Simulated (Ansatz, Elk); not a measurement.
# Bonding as seen by X-rays: Zn7Sn

The structure of Zn7Sn used here is made up (a known structure type with other elements) and was relaxed beforehand with PBEsol. The aim is the Fourier transform of its all-electron density, F(hkl), set beside the sum over free spherical atoms that refinements use.

Main program and level: Elk 11.2.3 (patched build); DFT, PBE, all-electron APW+lo, Dirac cores, scalar-relativistic bands, static density, no spin.

This account leaves out most program logs.

The structure was built from a prototype and need not be the compound's stable phase.

## Step 1: Starting point

It takes space group Fm-3m (No. 225, cubic). The conventional cell has a = 7.975 Å, b = 7.975 Å, c = 7.975 Å, α = 90.00°, β = 90.00°, γ = 90.00°. Nearest to Sn lie 12 Zn at 2.82 Å. Nearest to Zn lie 12 Zn at 2.82 Å. Nearest to Zn lie 10 Zn at 2.82 Å and 2 Sn at 2.82 Å. Farther neighbours are not listed.

## Step 2: Ground state and structure factors

An all-electron density is needed, since X-rays see the cores too. Task 0 finds the density and task 195 Fourier-transforms it; tshift is off so that phases refer to the origin typed.

Input file elk.in:

```
tasks
  0
  195

xctype
  20

spinpol
  .false.

rgkmax
  7.0

gmaxvr
  14.0

lmaxo
  7

lmaxapw
  8

swidth
  0.002

tshift
  .false.

ramdisk
  .false.

hmaxvr
  5.5

maxscl
  120

epspot
  1e-06

sppath
  './'

avec
  0.00000000000 7.53561034230 7.53561034230
  7.53561034230 0.00000000000 7.53561034230
  7.53561034230 7.53561034230 0.00000000000

atoms
  2
  'Sn.in'
  1
  -0.0000000000 0.0000000000 0.0000000000   0.000000 0.000000 0.000000
  'Zn.in'
  7
  0.5000000000 0.5000000000 0.5000000000   0.000000 0.000000 0.000000
  0.5000000000 0.0000000000 0.0000000000   0.000000 0.000000 0.000000
  0.0000000000 0.5000000000 0.0000000000   0.000000 0.000000 0.000000
  0.5000000000 0.5000000000 0.0000000000   0.000000 0.000000 0.000000
  0.0000000000 0.5000000000 0.5000000000   0.000000 0.000000 0.000000
  0.5000000000 0.0000000000 0.5000000000   0.000000 0.000000 0.000000
  0.0000000000 0.0000000000 0.5000000000   0.000000 0.000000 0.000000

ngridk
  5 5 5
```

The run is started by

```
OMP_NUM_THREADS=4 elk
```

Elapsed: 33 s, on 4 threads of INTEL XEON PLATINUM 8581C at 2.10GHz (Emerald Rapids), shared host; peak memory 0.34 GiB; 83 s of CPU time.

SFACRHO.OUT:

```text

h k l indices transformed by vhmat matrix:
   1.000000000       0.000000000       0.000000000    
   0.000000000       1.000000000       0.000000000    
   0.000000000       0.000000000       1.000000000    

      h      k      l  multipl.   |H|            Re(F)            Im(F)           |F|

      0      0      0      1   0.0000000       260.00000      0.17294012E-17   260.00000    
      0      1      0      8  0.72209122       18.263524      0.40830640E-13   18.263524    
      1      0      1      6  0.83379912       17.891968     -0.18802094E-15   17.891968    
     -2     -1     -1     12   1.1791700       16.655701     -0.10893611E-13   16.655701    
      1      0      2     24   1.3826994       15.978965      0.17414122E-15   15.978965    
      0     -2      0      8   1.4441824       203.48280      0.56276728E-13   203.48280    
      0     -2     -2      6   1.6675982       192.95769      0.20200719E-12   192.95769    
      2     -1      0     24   1.8172231       14.678530     -0.33145834E-13   14.678530    
     -2     -1      1     24   1.8644315       14.528498      0.23200404E-13   14.528498    
      1      1     -2     24   2.0423824       14.079833     -0.26755183E-13   14.079833    
      3      0      0      8   2.1662737       13.784740      0.41282625E-13   13.784740    
     -3     -2      0     24   2.1662737       13.750896     -0.28263628E-13   13.750896    
      2     -2      0     12   2.3583401       163.52833     -0.34553598E-13   163.52833    
      1     -1      3     48   2.4664111       13.066440     -0.30428716E-13   13.066440    
     -1     -1     -4     24   2.5013974       12.995832     -0.32195296E-13   12.995832    
      0     -3     -3      6   2.5013974       12.984066     -0.32227549E-13   12.984066    
     -1     -4     -3     24   2.6367043       12.708765      0.31141790E-13   12.708765    
      0     -4     -1     24   2.7337933       12.527888     -0.11125729E-13   12.527888
```

Elk indexes on the primitive cell of elk.in and gives |H| = 4π sin θ/λ in inverse bohr. Below, one row stands for each form hkl of the conventional cell (m members, Friedel mates merged), F is for one primitive cell and the density is static (no thermal factor). Free-atom factors are Waasmaier and Kirfel's, and R is Σm||F|−|F'||/Σm|F|.

| hkl | m | sin θ/λ (Å⁻¹) | abs F, DFT | neutral atoms | diff. |
| --- | --- | --- | --- | --- | --- |
| 111 | 8 | 0.109 | 18.264 | 18.214 | +0.049 |
| 200 | 6 | 0.125 | 17.892 | 17.797 | +0.095 |
| 220 | 12 | 0.177 | 16.656 | 16.543 | +0.113 |
| 311 | 24 | 0.208 | 15.979 | 15.850 | +0.129 |
| 222 | 8 | 0.217 | 203.483 | 204.920 | -1.437 |
| 400 | 6 | 0.251 | 192.958 | 194.631 | -1.673 |
| 331 | 24 | 0.273 | 14.678 | 14.531 | +0.147 |
| 420 | 24 | 0.280 | 14.528 | 14.403 | +0.126 |
| 422 | 24 | 0.307 | 14.080 | 13.944 | +0.136 |
| 333 | 8 | 0.326 | 13.785 | 13.646 | +0.139 |
| 511 | 24 | 0.326 | 13.751 | 13.646 | +0.105 |
| 440 | 12 | 0.355 | 163.528 | 164.186 | -0.658 |
| 531 | 48 | 0.371 | 13.066 | 12.986 | +0.080 |
| 442 | 24 | 0.376 | 12.996 | 12.915 | +0.081 |

## Step 3: The highest occupied states alone

An energy window below the Fermi level keeps the highest occupied states, to see at which angles they scatter; shallow core shells can lie inside it and anion s states outside. No new self-consistency is needed.

elk.in, as its differences from that of step 2:

```diff
@@ -1,3 +1,2 @@
 tasks
-  0
   195
@@ -40,2 +39,5 @@
 
+wsfac
+  -0.187060 0.553930
+
 sppath
```

The run is started by

```
OMP_NUM_THREADS=4 elk
```

Run time: 12 s. Hardware: 4 threads; peak memory 0.23 GiB.

States within 12 eV below the Fermi level hold 88.00 electrons; any levels below the window count with the cores. Their amplitudes can exceed the total, where window and core parts have opposite phase:

| hkl | sin θ/λ (Å⁻¹) | abs F, window | abs F, all |
| --- | --- | --- | --- |
| 111 | 0.109 | 8.188 | 18.264 |
| 200 | 0.125 | 8.085 | 17.892 |
| 220 | 0.177 | 7.608 | 16.656 |
| 311 | 0.208 | 7.162 | 15.979 |
| 222 | 0.217 | 49.556 | 203.483 |
| 400 | 0.251 | 44.081 | 192.958 |
| 331 | 0.273 | 5.997 | 14.678 |
| 420 | 0.280 | 5.883 | 14.528 |
| 422 | 0.307 | 5.360 | 14.080 |
| 333 | 0.326 | 5.004 | 13.785 |

## Step 4: Another functional

The difference from free atoms is small, so it is set against the change that PBEsol makes.

elk.in, as its differences from that of step 3:

```diff
@@ -1,2 +1,3 @@
 tasks
+  0
   195
@@ -4,3 +5,3 @@
 xctype
-  20
+  22
 
@@ -39,5 +40,2 @@
 
-wsfac
-  -0.187060 0.553930
-
 sppath
```

The run is started by

```
OMP_NUM_THREADS=4 elk
```

It took 35 s on 4 threads; peak memory 0.34 GiB.

Against the first run R = 0.02 %; the largest change is -0.064 at 440.

## Step 5: A coarser k-mesh

About half the k-points along each axis test the sampling.

elk.in, as its differences from that of step 4:

```diff
@@ -5,3 +5,3 @@
 xctype
-  22
+  20
 
@@ -64,2 +64,2 @@
 ngridk
-  5 5 5
+  2 2 2
```

The run is started by

```
OMP_NUM_THREADS=4 elk
```

It took 22 s on 4 threads; peak memory 0.39 GiB.

Against the first run R = 0.02 %; the largest change is +0.053 at 200.

## Step 6: Settings against the effect

| run | R against the first run (%) | R against neutral atoms, low angle (%) | wall time |
| --- | --- | --- | --- |
| PBE, rgkmax 7 | 0.00 | 0.77 | 33 s |
| PBEsol | 0.02 | 0.79 | 35 s |
| k-mesh 2×2×2 | 0.02 | 0.75 | 22 s |

## Step 7: Outcome

* R against neutral atoms, sin θ/λ < 0.3 Å⁻¹: 0.77 %
* R against neutral atoms, 0.3 to 0.82 Å⁻¹: 0.33 %

In words: Independent neutral atoms miss the calculated amplitudes by R = 0.77 % below 0.3 Å⁻¹ and 0.33 % from there to 0.82 Å⁻¹; by shells, 0.38 % below 0.15 Å⁻¹ (2 forms), 0.80 % 0.15 to 0.3 (6 forms), 0.35 % 0.3 to 0.45 (13 forms), 0.32 % above 0.45 (68 forms). Bonding, aspherical density and the tables' own atoms all enter these figures, and the runs don't part them. The largest change of an amplitude is -1.67 electrons, at 400. The window's part falls from 88.0 electrons at the origin to at most 17.87 between 0.45 and 0.82 Å⁻¹, where compact states inside the window still scatter. Below 0.3 Å⁻¹ the changes that finished (PBEsol and k-mesh 2×2×2) move F by R = 0.07 % at most, against the 0.77 % that separates it from free atoms. The basis has no finished test. Part of the difference isn't bonding: the tables are fits to free atoms and ions calculated by other methods than this functional. Thermal motion, anomalous dispersion and extinction are left out.

[Logs are printed without paths, hosts, clocks, repeated set-up lines and the standing remarks that a program may print on its own settings, such as how far it seeks lower states.]

[Hosts, paths, dates, database ids (printed as entryN), source tags and the programs' standing remarks are cut or masked in the printed files.]
